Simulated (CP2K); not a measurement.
Consider azomethane at its PBE geometry (Å).

```xyz
10

C     1.7785   -0.1511   -0.2817
N     0.3251   -0.4170   -0.3287
N    -0.3251    0.4170    0.3287
C    -1.7785    0.1511    0.2817
H     1.9943    0.8417   -0.7008
H     2.2920   -0.9209   -0.8671
H     2.1349   -0.1740    0.7580
H    -2.1349    0.1740   -0.7580
H    -2.2920    0.9209    0.8671
H    -1.9943   -0.8417    0.7008
```

Method: CP2K XAS_TDP, all-electron GAPW, PBEh(45%), aug-cc-pVDZ, TDA, GW2X-corrected core level, no relativity.

**Question.** Predict the bright core excitations at the C K edge.

Leading lines: C1 290.78 eV. The leading line of an atom is its first one with 35 % of the strongest within 2.5 eV of its lowest line over the strength cut. Core ionisation energies at this level: C1 292.81 eV.

The first six lines of each atom with a strength over 0.0015:

| atom | energy (eV) | states | strength, one atom | above the computed threshold |
| --- | --- | --- | --- | --- |
| C1 (bonded to N and 3 H), 2 alike | 290.78 | 1 | 0.0109 |  |
|  | 291.61 | 1 | 0.0219 |  |
|  | 291.66 | 1 | 0.0083 |  |
|  | 291.71 | 1 | 0.0184 |  |
|  | 292.37 | 1 | 0.0041 |  |
|  | 292.83 | 1 | 0.0034 | yes |

Lines are vertical, at one geometry, with no vibrational structure. GW2X ionisation energies and lines can be off by 1 to 2 eV either way, and a good line position may hide errors that cancel. These values hold no scalar relativity, about 0.1 eV for C 1s. Rydberg lines, and the discretised continuum above threshold, depend on the basis and the box.

[Banner, clock and machine lines of the logs are left out without a mark of their own.]

[Logs are printed without paths, hosts, clocks, repeated set-up lines and the standing remarks that a program may print on its own settings, such as how far it seeks lower states.]

[Hosts, paths, dates, database ids (printed as entryN), source tags and the programs' standing remarks are cut or masked in the printed files.]
